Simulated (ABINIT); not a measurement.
Entries from a set of simulations; values are calculated unless marked as measured.

```json
{"subject": "Quasiparticle gap of Cs2InAgCl6 (Fm-3m) in ABINIT", "lattice_ang": [[0.0, 5.2345, 5.2345], [5.2345, 0.0, 5.2345], [5.2345, 5.2345, 0.0]], "atoms": [["Cs", 0.25, 0.25, 0.25], ["Cs", 0.75, 0.75, 0.75], ["In", 0.0, 0.0, 0.0], ["Ag", 0.5, 0.5, 0.5], ["Cl", 0.7602, 0.2398, 0.2398], ["Cl", 0.2398, 0.7602, 0.2398], ["Cl", 0.2398, 0.7602, 0.7602], ["Cl", 0.7602, 0.2398, 0.7602], ["Cl", 0.2398, 0.2398, 0.7602], ["Cl", 0.7602, 0.7602, 0.2398]], "method": "RPA screening on PBEsol, plane waves, norm-conserving pseudopotentials (and 2 further levels or steps)", "program": "ABINIT 10.8.3", "settings": "cutoff 39 Ha, PseudoDojo scalar-relativistic 0.4 stringent, norm-conserving, ngkpt (2, 2, 2), nband 167, ecuteps 3.2 Ha, inclvkb 2, shiftk (0, 0, 0), symchi 1, awtr 1, frequency ppm, 2×2×2 k-mesh", "cost": "4 runs, 14 min in all on 8 MPI ranks of Intel Xeon Platinum 8259CL at 2.50GHz (Skylake/Cascade Lake), shared host", "notes": "The program’s warnings: nproc spkpt=  >= nkpt= * nsppol=. The cell and positions come from the Crystallography Open Database and are kept as given unless a step says otherwise. Limits: d shell near the gap, gap tends to lie low; no spin-orbit coupling. The 2×2×2 mesh is coarse for this cell, which bears on the long-range parts of exchange and screening.", "results": {"pbesol_gap": "1.04 eV, direct", "g0w0_gap_on_the_mesh": "3.19 eV", "gw_settings": "2×2×2 mesh, 167 bands, screening to 87.1 eV, Godby-Needs plasmon pole", "known_limits": "short of the basis limit; d shell near the gap, gap tends to lie low; no spin-orbit coupling; coarse k mesh"}}
```

[Long decimals in the printed logs are rounded to 6 places.]

[Logs are printed without paths, hosts, clocks, repeated set-up lines and the standing remarks that a program may print on its own settings, such as how far it seeks lower states.]

[Paths, hosts, dates, memory and timing lines, banners, echoed tables and standing remarks are left out of the program output; an Ansatz launch command may be rebuilt from the run's recorded settings. Measured values are a selection of at most five: reports struck by readers or far from the other reports are left out. None is set beside runs whose start may be inverted or whose files or cutoffs have a known fault.]

[Runs of the session that timed out or met a known fault of the program may be left out.]

[Hosts, paths, dates, database ids (printed as entryN), source tags and the programs' standing remarks are cut or masked in the printed files.]

[G0W0 gaps are taken among the corrected bands and points alone; a level outside them can change the order at an edge.]

[Where Ansatz stands beside ABINIT at settings called matched, ABINIT's density can come from a denser mesh and the files from another edition; pairs whose starting gaps differed by over 0.03 eV were left out, so agreement reads better than it is.]
